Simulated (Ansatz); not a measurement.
## ScTeN3 (model cell, started as cubic perovskite with Te in the octahedra): relaxing the cell for a phonon run: relaxation

Ansatz 0.2.0; DFT PBEsol, scalar-relativistic, plane waves, PAW; PAW set soft_1.

The structure was built from a prototype and need not be the compound's stable phase.

The structure is cubic, space group Pm-3m (No. 221). Conventional cell: a = 3.959 Å, b = 3.959 Å, c = 3.959 Å, α = 90.00°, β = 90.00°, γ = 90.00°. Nearest to Sc lie 12 N at 2.80 Å and 8 Te at 3.43 Å. Nearest to Te lie 6 N at 1.98 Å and 8 Sc at 3.43 Å. Nearest to N lie 2 Te at 1.98 Å and 4 Sc at 2.80 Å. Farther neighbours and most contacts between anions are not listed.

The steps of the relaxation:

```
step  energy less that of the first step (eV)  largest force component (eV/Å)  pressure (GPa)  volume (Å³)
   1                                   0.0000                          0.0000           -5.85        62.06
   2                                  -0.0418                          0.0000            0.06        60.05
   3                                  -0.0418                          0.0000            0.00        60.07
  4*                                  -0.0382                          0.0000           -0.08        60.07
   5                                  -0.0382                          0.0000            0.00        60.04
  6*                                  -0.0382                          0.0000            0.00        60.04
```

Relaxation steps marked * repeat the geometry before them on a plane-wave basis chosen anew for their cell, so energy and pressure can jump there.

Forces are held to the 48 operations that the run works with; a distortion that breaks them can't arise in this run.

```
conventional cell, symmetrised  before  after  change
                         a (Å)   3.959  3.916  -1.1 %
                         b (Å)   3.959  3.916  -1.1 %
                         c (Å)   3.959  3.916  -1.1 %
              volume (Å³/atom)   12.41  12.01  -3.3 %
```

The relaxed structure:

```xyz
5
Lattice="3.9158 0.0000 0.0000 0.0000 3.9158 0.0000 0.0000 0.0000 3.9158" Properties=species:S:1:pos:R:3 pbc="T T T"
Sc    0.0000    0.0000    0.0000
Te    1.9579    1.9579    1.9579
N     1.9579    1.9579    0.0000
N     1.9579    0.0000    1.9579
N     0.0000    1.9579    1.9579
```

Numbers from this step:

```yaml
pressure: -4.32e-4 GPa
volume_per_atom: 12.01 Å³
```

What was run to get this?

The system, level and task follow from the heading and the kind of results. Meshes, cutoffs and thresholds can't be read from the results; these are the ones that the run used.

input.yaml reads:

```yaml
crystal:
  lattice:
    - [3.9592, 0.0, 0.0]
    - [0.0, 3.9592, 0.0]
    - [0.0, 0.0, 3.9592]
  atoms:
    - { symbol: Sc, position: [0.0, 0.0, 0.0] }
    - { symbol: Te, position: [0.5, 0.5, 0.5] }
    - { symbol: "N", position: [0.5, 0.5, 0.0] }
    - { symbol: "N", position: [0.5, 0.0, 0.5] }
    - { symbol: "N", position: [0.0, 0.5, 0.5] }
kpoints:
  mp_grid: { grid: [10, 10, 10] }
hamiltonian:
  xc: pbesol
  pseudopotentials: { kind: paw, azcp: { folder: soft_1 }, xc_functional: pbe }
scf:
  occupations: { method: gaussian, width: 0.1 }
output:
  forces: true
  stress: true
  eigenvalues: true
relax:
  adjacent_minimum: "off"
  f_tol: 0.005
  max_steps: 80
  cell: { stress_tol: 0.05 }
```

Command:

```sh
ansatz run input.yaml --threads 8 --pin off --max-ram 16384MiB --backend cpu --events-out ev --progress --plain --runs-dir out
```

[Logs are printed without paths, hosts, clocks, repeated set-up lines and the standing remarks that a program may print on its own settings, such as how far it seeks lower states.]

[Hosts, paths, dates, database ids (printed as entryN), source tags and the programs' standing remarks are cut or masked in the printed files.]
